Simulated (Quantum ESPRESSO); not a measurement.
# Rb (Im-3m): from the cell to the phonon bands, part 2 of 3

How does Rb (Im-3m) vibrate, and is this structure a minimum?

Quantum ESPRESSO 7.5; DFT LDA, scalar-relativistic, plane waves, PseudoDojo norm-conserving pseudopotentials.

So far. Step 2 (A first look): No gap opens on this mesh, so smearing is kept; the start stands at -0.33 GPa. Step 4 (Ground state): The cell stands at -0.061 GPa, close enough for phonons. The relaxed cell has a = 5.375 Å (conventional setting).

The database entry behind the starting cell lists a temperature near 78 K, so it need not match the best structure at ambient conditions.

### Step 5. Linear response on the mesh

Linear response treats each wavevector in the unit cell, with no supercell; the 4×4×4 mesh fixes the range of the force constants to be had.

The input, ph.in:

```
phonons
&inputph
   prefix = 'x'
   outdir = './tmp'
   fildyn = 'x.dyn'
   tr2_ph = 1.0d-18
   alpha_mix(1) = 0.4
   nmix_ph = 8
   ldisp = .true.
   nq1 = 4
   nq2 = 4
   nq3 = 4
/
```

Run with:

```bash
$ OMP_NUM_THREADS=1 mpirun -n 4 ph.x -nk 4 -in ph.in > ph.out
```

The log of the run:

```text
[banners, grids, parts of the stress and lines that vanish by symmetry left out]
[banner, memory and clock lines left out]
Program PHONON v.7.5

     ./tmp/x.save/

     IMPORTANT: XC functional enforced from input :
     Exchange-correlation= PW
                           (   1   4   0   0   0   0   0)
     Any further DFT definition will be discarded
     Please, verify this is what you really want

     G-vector sticks info

     Reading collected, re-writing distributed wavefunctions in ./tmp/

     Dynamical matrices for ( 4, 4, 4)  uniform grid of q-points
     (   8 q-points):
       N         xq(1)         xq(2)         xq(3)
       1   0.000000000   0.000000000   0.000000000
       2   0.216506351   0.216506351   0.000000000
       3  -0.433012702  -0.433012702   0.000000000
       4   0.433012702   0.216506351   0.216506351
[...]
Number and degeneracy of irreps per q-point
       N         xq(1)         xq(2)         xq(3)   N irreps
       1   0.000000000   0.000000000   0.000000000       1
        3
       2   0.216506351   0.216506351   0.000000000       3
     No degeneracy
       3  -0.433012702  -0.433012702   0.000000000       3
     No degeneracy
       4   0.433012702   0.216506351   0.216506351       3
     No degeneracy
       5   0.433012702   0.433012702   0.433012702       1
        3
       6   0.000000000   0.000000000   0.433012702       2
        1   2
       7  -0.866025404  -0.216506351  -0.216506351       3
     No degeneracy
       8  -0.866025404  -0.866025404  -0.866025404       1
        3

     Calculation of q =    0.0000000   0.0000000   0.0000000

     phonons

     bravais-lattice index     =            0
     lattice parameter (alat)  =       8.7963  a.u.
     unit-cell volume          =     523.9316 (a.u.)^3
     number of atoms/cell      =            1
     number of atomic types    =            1
     kinetic-energy cut-off    =      42.0000  Ry
     charge density cut-off    =     168.0000  Ry
     convergence threshold     =      1.0E-18
     beta                      =       0.4000
     number of iterations used =            8
     Exchange-correlation= PW
                           (   1   4   0   0   0   0   0)

     celldm(1)=    8.79628  celldm(2)=    0.00000  celldm(3)=    0.00000
     celldm(4)=    0.00000  celldm(5)=    0.00000  celldm(6)=    0.00000

     crystal axes: (cart. coord. in units of alat)
               a(1) = ( -0.5774  0.5774  0.5774 )
               a(2) = (  0.5774 -0.5774  0.5774 )
               a(3) = (  0.5774  0.5774 -0.5774 )

     reciprocal axes: (cart. coord. in units 2 pi/alat)
               b(1) = ( -0.0000  0.8660  0.8660 )
               b(2) = (  0.8660 -0.0000  0.8660 )
               b(3) = (  0.8660  0.8660  0.0000 )

     Atoms inside the unit cell:

     Cartesian axes

     site n.  atom      mass           positions (alat units)
        1  Rb     85.4678   tau(    1) = (    0.00000    0.00000    0.00000  )

     Computing dynamical matrix for
                    q = (   0.0000000   0.0000000   0.0000000 )

     49 Sym.Ops. (with q -> -q+G )

     G cutoff =  329.2663  (  19237 G-vectors)     FFT grid: ( 40, 40, 40)

     number of k points=    29  Marzari-Vanderbilt smearing, width (Ry)=  0.0200

     PseudoPot. # 1 for Rb read from file:
     ./pseudo/Rb.upf
     Pseudo is Norm-conserving + core correction, Zval =  9.0

     Mode symmetry, O_h (m-3m)  point group:

     Atomic displacements:
     There are    1 irreducible representations

     Representation     1      3 modes -  To be done

     Alpha used in Ewald sum =   1.7000

     Representation #   1 modes #   1   2   3

     Self-consistent Calculation
      iter #   1   av.it.:   5.6
      thresh= 1.000E-02 alpha_mix =  0.400 |ddv_scf|^2 =  3.339E-07
      iter #   2   av.it.:   9.0
      thresh= 5.778E-05 alpha_mix =  0.400 |ddv_scf|^2 =  2.552E-08
      iter #   3   av.it.:   9.3
      thresh= 1.598E-05 alpha_mix =  0.400 |ddv_scf|^2 =  6.939E-10
      iter #   4   av.it.:  10.0
      thresh= 2.634E-06 alpha_mix =  0.400 |ddv_scf|^2 =  1.176E-12
[...]
End of self-consistent calculation

     Convergence has been achieved

     Number of q in the star =    1
     List of q in the star:
[...]
Diagonalizing the dynamical matrix

     q = (    0.000000000   0.000000000   0.000000000 )

 **************************************************************************
     freq (    1) =       0.017790 [THz] =       0.593420 [cm-1]
     freq (    2) =       0.017790 [THz] =       0.593420 [cm-1]
     freq (    3) =       0.017790 [THz] =       0.593420 [cm-1]
 **************************************************************************

     Mode symmetry, O_h (m-3m)  point group:

     freq (   1-   3) =          0.6  [cm-1]   --> T_1u G_15  G_4- I

     Calculation of q =    0.2165064   0.2165064   0.0000000
     [... set-up and bands at k+q left out ...]

     Mode symmetry, C_2v (mm2)  point group:

     Atomic displacements:
     There are    3 irreducible representations

     Representation     1      1 modes -  To be done

     Representation     2      1 modes -  To be done

     Representation     3      1 modes -  To be done

     Message from routine init_vloc:
     Interpolation table for Vloc re-allocated

     Alpha used in Ewald sum =   1.7000

     Representation #   1 mode #   1

     Self-consistent Calculation

[...]
[... iterations left out ...]
[...]
End of self-consistent calculation

     Convergence has been achieved

     Representation #   2 mode #   2

     Self-consistent Calculation

[...]
[... iterations left out ...]
[...]
End of self-consistent calculation

     Convergence has been achieved

     Representation #   3 mode #   3

     Self-consistent Calculation

[...]
[... iterations left out ...]
[...]
End of self-consistent calculation

     Convergence has been achieved

     Number of q in the star =   12
     List of q in the star:
[...]
Diagonalizing the dynamical matrix

     q = (    0.216506351   0.216506351   0.000000000 )

 **************************************************************************
     freq (    1) =       0.195279 [THz] =       6.513809 [cm-1]
     freq (    2) =       0.672545 [THz] =      22.433693 [cm-1]
     freq (    3) =       1.099760 [THz] =      36.684039 [cm-1]
 **************************************************************************

     Mode symmetry, C_2v (mm2)  point group:

     freq (   1-   1) =          6.5  [cm-1]   --> B_1  D_3  S_3
     freq (   2-   2) =         22.4  [cm-1]   --> B_2  D_4  S_4
     freq (   3-   3) =         36.7  [cm-1]   --> A_1  D_1  S_1

     Calculation of q =   -0.4330127  -0.4330127   0.0000000
     [... set-up and bands at k+q left out ...]

     Mode symmetry, D_2h (mmm)  point group:

     Atomic displacements:
     There are    3 irreducible representations

[...]
Alpha used in Ewald sum =   1.7000

     Representation #   1 mode #   1

[...]
[... iterations left out ...]
[...]
Convergence has been achieved

[...]
Convergence has been achieved

[...]
Convergence has been achieved

     Number of q in the star =    6
     List of q in the star:
[...]
Diagonalizing the dynamical matrix

     q = (   -0.433012702  -0.433012702   0.000000000 )

[...]
freq (    1) =       0.265416 [THz] =       8.853319 [cm-1]
     freq (    2) =       0.957657 [THz] =      31.944016 [cm-1]
     freq (    3) =       1.605510 [THz] =      53.554064 [cm-1]
[...]
Mode symmetry, D_2h (mmm)  point group:

     freq (   1-   1) =          8.9  [cm-1]   --> B_2u
     freq (   2-   2) =         31.9  [cm-1]   --> B_1u
     freq (   3-   3) =         53.6  [cm-1]   --> B_3u

     Calculation of q =    0.4330127   0.2165064   0.2165064
     [... set-up and bands at k+q left out ...]

     Mode symmetry, C_s (m)     point group:

     Atomic displacements:
     There are    3 irreducible representations

[...]
Alpha used in Ewald sum =   1.7000

[...]
Convergence has been achieved

[...]
Convergence has been achieved

[...]
Convergence has been achieved

     Number of q in the star =   24
     List of q in the star:
[...]
Diagonalizing the dynamical matrix

     q = (    0.433012702   0.216506351   0.216506351 )

[...]
freq (    1) =       0.573677 [THz] =      19.135817 [cm-1]
     freq (    2) =       1.095244 [THz] =      36.533415 [cm-1]
     freq (    3) =       1.458382 [THz] =      48.646389 [cm-1]
[...]
Mode symmetry, C_s (m)     point group:

     freq (   1-   1) =         19.1  [cm-1]   --> A'
     freq (   2-   2) =         36.5  [cm-1]   --> A''
     freq (   3-   3) =         48.6  [cm-1]   --> A'

     Calculation of q =    0.4330127   0.4330127   0.4330127
     [... set-up and bands at k+q left out ...]

     Mode symmetry, T_d (-43m)  point group:

     Atomic displacements:
     There are    1 irreducible representations

[...]
Alpha used in Ewald sum =   1.7000

     Representation #   1 modes #   1   2   3

[...]
Convergence has been achieved

     Number of q in the star =    2
     List of q in the star:
[...]
Diagonalizing the dynamical matrix

     q = (    0.433012702   0.433012702   0.433012702 )

[...]
freq (    1) =       1.189236 [THz] =      39.668650 [cm-1]
     freq (    2) =       1.189236 [THz] =      39.668650 [cm-1]
     freq (    3) =       1.189236 [THz] =      39.668650 [cm-1]
[...]
Mode symmetry, T_d (-43m)  point group:

     freq (   1-   3) =         39.7  [cm-1]   --> T_2  G_15 P_4

     Calculation of q =    0.0000000   0.0000000   0.4330127
     [... set-up and bands at k+q left out ...]

     Mode symmetry, C_4v (4mm)  point group:

     Atomic displacements:
     There are    2 irreducible representations

[...]
Alpha used in Ewald sum =   1.7000

[...]
Convergence has been achieved

     Representation #   2 modes #   2   3

[...]
Convergence has been achieved

     Number of q in the star =    6
     List of q in the star:
[...]
Diagonalizing the dynamical matrix

     q = (    0.000000000   0.000000000   0.433012702 )

[...]
freq (    1) =       0.986319 [THz] =      32.900062 [cm-1]
     freq (    2) =       0.986319 [THz] =      32.900062 [cm-1]
     freq (    3) =       1.116620 [THz] =      37.246444 [cm-1]
[...]
Mode symmetry, C_4v (4mm)  point group:

     freq (   1-   2) =         32.9  [cm-1]   --> E    G_5 D_5
     freq (   3-   3) =         37.2  [cm-1]   --> A_1  G_1 D_1

     Calculation of q =   -0.8660254  -0.2165064  -0.2165064
     [... set-up and bands at k+q left out ...]

     Mode symmetry, C_2v (mm2)  point group:

     Atomic displacements:
     There are    3 irreducible representations

[...]
Representation     3      1 modes -  To be done

     Alpha used in Ewald sum =   1.7000

[...]
Convergence has been achieved

     Representation #   2 mode #   2

[...]
Convergence has been achieved

     Representation #   3 mode #   3

     Self-consistent Calculation

[...]
[... iterations left out ...]
[...]
End of self-consistent calculation

     Convergence has been achieved

     Number of q in the star =   12
     List of q in the star:
[...]
12  -0.216506351   0.216506351   0.866025404

     Diagonalizing the dynamical matrix

     q = (   -0.866025404  -0.216506351  -0.216506351 )

[...]
freq (    1) =       1.009798 [THz] =      33.683228 [cm-1]
     freq (    2) =       1.230195 [THz] =      41.034902 [cm-1]
     freq (    3) =       1.524471 [THz] =      50.850878 [cm-1]
[...]
Mode symmetry, C_2v (mm2)  point group:

     freq (   1-   1) =         33.7  [cm-1]   --> A_1  D_1  S_1
     freq (   2-   2) =         41.0  [cm-1]   --> B_1  D_3  S_3
     freq (   3-   3) =         50.9  [cm-1]   --> B_2  D_4  S_4

     Calculation of q =   -0.8660254  -0.8660254  -0.8660254
     [... set-up and bands at k+q left out ...]

     Mode symmetry, O_h (m-3m)  point group:

     Atomic displacements:
     There are    1 irreducible representations

     Representation     1      3 modes -  To be done

     Alpha used in Ewald sum =   1.7000

     Representation #   1 modes #   1   2   3

     Self-consistent Calculation

      iter #   1   av.it.:   5.7
      thresh= 1.000E-02 alpha_mix =  0.400 |ddv_scf|^2 =  9.944E-07

      [... iterations left out ...]
      iter #   9   av.it.:   9.7
      thresh= 2.765E-10 alpha_mix =  0.400 |ddv_scf|^2 =  1.668E-20

     End of self-consistent calculation

     Convergence has been achieved

     Number of q in the star =    1
     List of q in the star:
          1  -0.866025404  -0.866025404  -0.866025404

     Diagonalizing the dynamical matrix

     q = (   -0.866025404  -0.866025404  -0.866025404 )

 **************************************************************************
     freq (    1) =       1.456464 [THz] =      48.582405 [cm-1]
     freq (    2) =       1.456464 [THz] =      48.582405 [cm-1]
     freq (    3) =       1.456464 [THz] =      48.582405 [cm-1]
 **************************************************************************

     Mode symmetry, O_h (m-3m)  point group:

     freq (   1-   3) =         48.6  [cm-1]   --> T_1u G_15  G_4-


[key lines of the parts left out:]
the Fermi energy is     2.4848 ev
```

Run time: 4.6 min. Hardware: 4 MPI ranks of Intel Xeon 6975P-C (Granite Rapids), shared host; 18 min of CPU time.

Numbers from this step:

```yaml
largest_acoustic_frequency_at_the_zone_centre_before_the_sum_rule: 0.59 cm⁻¹
lowest_mode_on_the_q_mesh_acoustic_ones_at_the_zone_centre_apart: 6.51 cm⁻¹
```

Frequencies (cm⁻¹) at each irreducible wavevector; negative means imaginary. Frequencies by wavevector:

| q (fractions) | star | mode 1 | mode 2 | mode 3 |
| --- | --- | --- | --- | --- |
| 0 0 0 | 1 | 0.59 | 0.59 | 0.59 |
| 0 0 0.25 | 12 | 6.51 | 22.43 | 36.68 |
| 0 0 -0.5 | 6 | 8.85 | 31.94 | 53.55 |
| 0 0.25 0.25 | 24 | 19.14 | 36.53 | 48.65 |
| 0.25 0.25 0.25 | 2 | 39.67 | 39.67 | 39.67 |
| 0.25 0.25 -0.25 | 6 | 32.9 | 32.9 | 37.25 |
| 0.25 -0.5 -0.5 | 12 | 33.68 | 41.03 | 50.85 |
| -0.5 -0.5 -0.5 | 1 | 48.58 | 48.58 | 48.58 |

The acoustic modes at Γ come out as far as 0.6 cm⁻¹ from zero, where they should vanish, a small numerical error.

### Step 6. Fourier transform to real space

The dynamical matrices of the mesh are Fourier-transformed to force constants in real space.

The input, q2r.in:

```
&input
   fildyn = 'x.dyn'
   zasr = 'simple'
   flfrc = 'x.fc'
/
```

Run with:

```bash
$ q2r.x < q2r.in > q2r.out
```

The log of the run:

```text
[banners, grids, parts of the stress and lines that vanish by symmetry left out]
[banner, memory and clock lines left out]
Program Q2R v.7.5

  reading grid info from file x.dyn0

  reading force constants from file x.dyn1
  Dielectric Tensor not found
  nqs=            1
 q=   0.00000000  0.00000000  0.00000000
  reading force constants from file x.dyn2
  nqs=           12
 q=   0.21650635  0.21650635  0.00000000
[...]
reading force constants from file x.dyn7
  nqs=           12
[...]
q=  -0.21650635  0.21650635  0.86602540
  reading force constants from file x.dyn8
  nqs=            1
 q=  -0.86602540 -0.86602540 -0.86602540

      q-space grid ok, #points =   64

      fft-check success (sum of imaginary terms < 10^-12)
```

Run time: 0.71 s. Hardware: 1 thread.

### Step 7. Interpolated phonon bands

From the force constants any wavevector is cheap; points of the mesh come back as solved, but for the sum rule and, in polar crystals, the LO-TO term at Γ; the rest is interpolation.

The input, matdyn.in:

```
&input
   asr = 'simple'
   flfrc = 'x.fc'
   flfrq = 'x.freq'
   flvec = 'x.modes'
   q_in_band_form = .true.
   q_in_cryst_coord = .true.
/
8
  0.0000000   0.0000000   0.0000000  12  ! GAMMA
  0.5000000  -0.5000000   0.5000000  12  ! H
 -0.0000000  -0.0000000   0.5000000  12  ! N
  0.0000000   0.0000000   0.0000000  12  ! GAMMA
  0.2500000   0.2500000   0.2500000  12  ! P
  0.5000000  -0.5000000   0.5000000   1  ! H
  0.2500000   0.2500000   0.2500000  12  ! P
 -0.0000000  -0.0000000   0.5000000   1  ! N
```

Run with:

```bash
$ matdyn.x -in matdyn.in > matdyn.out
```

The log of the run:

```text
[banner, memory and clock lines left out]
Program MATDYN v.7.5

 mass for atomic type   1 not given; uses mass from file x.fc
     Message from routine matdyn:
     Z* not found in file x.fc, TO-LO splitting at q=0 will be absent!
     Message from routine matdyn:
     Z* not found in file x.fc, TO-LO splitting at q=0 will be absent!

Note: The following floating-point exceptions are signalling: IEEE_UNDERFLOW_FLAG
```

Wall time 0.67 s (1 thread).

Numbers from this step:

```yaml
lowest_frequency_on_the_path: 0 cm⁻¹
mean_frequency: 33.5 cm⁻¹
debye_temperature_second_moment: 67 K
logarithmic_mean_frequency: 30.4 cm⁻¹
```

Matdyn.x, sum rule simple. Phonon branches along the path, in cm⁻¹:

| point | branch 1 | branch 2 | branch 3 |
| --- | --- | --- | --- |
| Γ | 0 | 0 | 0 |
| halfway | 33 | 33 | 37 |
| H | 49 | 49 | 49 |
| halfway | 34 | 41 | 51 |
| N | 9 | 32 | 54 |
| halfway | 6 | 22 | 37 |
| Γ | 0 | 0 | 0 |
| halfway | 20 | 20 | 42 |
| P | 40 | 40 | 40 |
| halfway | 25 | 47 | 47 |
| H | 49 | 49 | 49 |
| jump to P | 40 | 40 | 40 |
| halfway | 23 | 36 | 50 |
| N | 9 | 32 | 54 |

The phonon branches as a text plot (rows in cm⁻¹):

```
     52 |                 *****                                **
     50 |              ***                                    *
     48 |          ****        *             *       ******  *
     46 |         **  **        *           * *    **    *  *
     44 |        **    **                      *  *
     41 |       **       *                 *     *      *  *
     39 |                                       *          **
     37 |      **       * *      *        *    *       *   * *
     35 |                * *                  *  *            *
     32 |     **            ***   *      *                  *  **
     30 |                      *             *        *
     28 |    **                 *                 *
     26 |                          *                 *       *
     23 |    *            *      *      *   *      *
     21 |   *                              *        *
     19 |                  *      *                           *
     17 |   *                      *   *  *
     15 |  *                *                                  *
     12 |  *                        *    *
     10 |                               *                       *
      8 | *                  ****   *
      6 | *                      *** * *
      3 |                           **
      1 |*                           **
         Γ           H       N        Γ         P        H|P    N
```

Lowest modes at the softest wavevector of the mesh; phase exp(i q.(R + tau)). Modes at q = (0.250, -0.250, 0.000):

| mode | frequency (cm⁻¹) |
| --- | --- |
| 1 | 6.5 |
| 2 | 22.4 |
| 3 | 36.7 |

Displacements in mode 1 (6.5 cm⁻¹), the largest set to 1, in the home cell:
```
Rb1 1.00 1.00 0.00
```

Displacements in mode 3 (36.7 cm⁻¹), the largest set to 1, in the home cell:
```
Rb1  1.00 -1.00  0.00
```

Force constants by pair (phonopy on the run's constants); pairs near half the supercell's span include their periodic images. Pair force constants, by row:

| atom | neighbour | distance (Å) | third of the trace (eV/Å²) | along the pair's line (eV/Å²) |
| --- | --- | --- | --- | --- |
| Rb1 | itself | 0 | 0.404 | – |
| Rb1 | Rb | 4.655 | -0.0461 | -0.1558 |
| Rb1 | Rb | 5.375 | -0.0107 | -0.0298 |

(Continued in part 3 of 3.)

[Host names and launcher messages were left out of these logs when they were recorded.]

[Logs are printed without paths, hosts, clocks, repeated set-up lines and the standing remarks that a program may print on its own settings, such as how far it seeks lower states.]

[Hosts, paths, dates, database ids (printed as entryN), source tags and the programs' standing remarks are cut or masked in the printed files.]
